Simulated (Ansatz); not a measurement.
# Time against size: Li(100) slab (120 atoms) repeated, support functions

The cell holds 120 atoms: 120 Li. Its edges and angles: a = 21.060 Å, b = 17.550 Å, c = 19.265 Å, α = 90.0°, β = 90.0°, γ = 90.0°. It derives from Li (bcc). Bcc Li (a = 3.51 Å), (100) slab of 4 repeat layers, 6 x 5 surface cells, 14 Å of vacuum; every coordinate displaced by a Gaussian of 0.05 Å. Vacuum lies along c.

Calculated with Ansatz 0.2.0: Kohn-Sham DFT, PBE, PAW (set soft_2), localised support functions (medium); the typed cell is repeated and solved at Γ on 1 × NVIDIA H100 80GB HBM3 with 9 threads of AMD EPYC 7R13 (Zen 3), shared host.

| atoms | wall time divided by the number of SCF cycles (s) | repeats | SCF cycles |
| --- | --- | --- | --- |
| 120 | 0.2788 | 1×1×1 | 26 |
| 240 | ? | ? | ? |
| 480 | 0.8677 | 2×2×1 | 26 |
| 1080 | 1.778 | 3×3×1 | 29 |
| 2400 | 9.132 | 4×5×1 | 33 |

Task: Fit a power law of the atom count to the rows given and interpolate to the withheld row.

**Working.**

A power law y = A x^b is a line in u = ln x and v = ln y.

| u = ln x | v = ln y |
| --- | --- |
| 4.78749 | -1.27710 |
| 6.17379 | -0.141918 |
| 6.98472 | 0.575644 |
| 7.78322 | 2.21176 |

With n = 4: mean u = 6.43230, mean v = 0.342099, Σ(u − ū)² = 4.9024, Σ(u − ū)(v − v̄) = 5.4432. Slope b = 5.4432 / 4.9024 = 1.1103; intercept a = v̄ − b ū = -6.7998.

At the withheld row u = 5.481, v = a + b u = -0.7145, and y = exp(v).

Prediction at 240: 0.4894 s. The run gave 0.5415 s, so the fit is low by 0.052 s (9.6 % of the value).

The fitted exponent is 1.1. Between neighbouring rows, the withheld one included, the exponents are 0.96, 0.68, 0.88 and 2.0, so one power law doesn't hold over the range. Among the rows given, the largest relative miss of the fit is at 1080, by 0.82 s (46 %).

Limits: One run a row; fixed overheads weigh on the small cells.

[Hosts, paths, dates, database ids (printed as entryN), source tags and the programs' standing remarks are cut or masked in the printed files.]
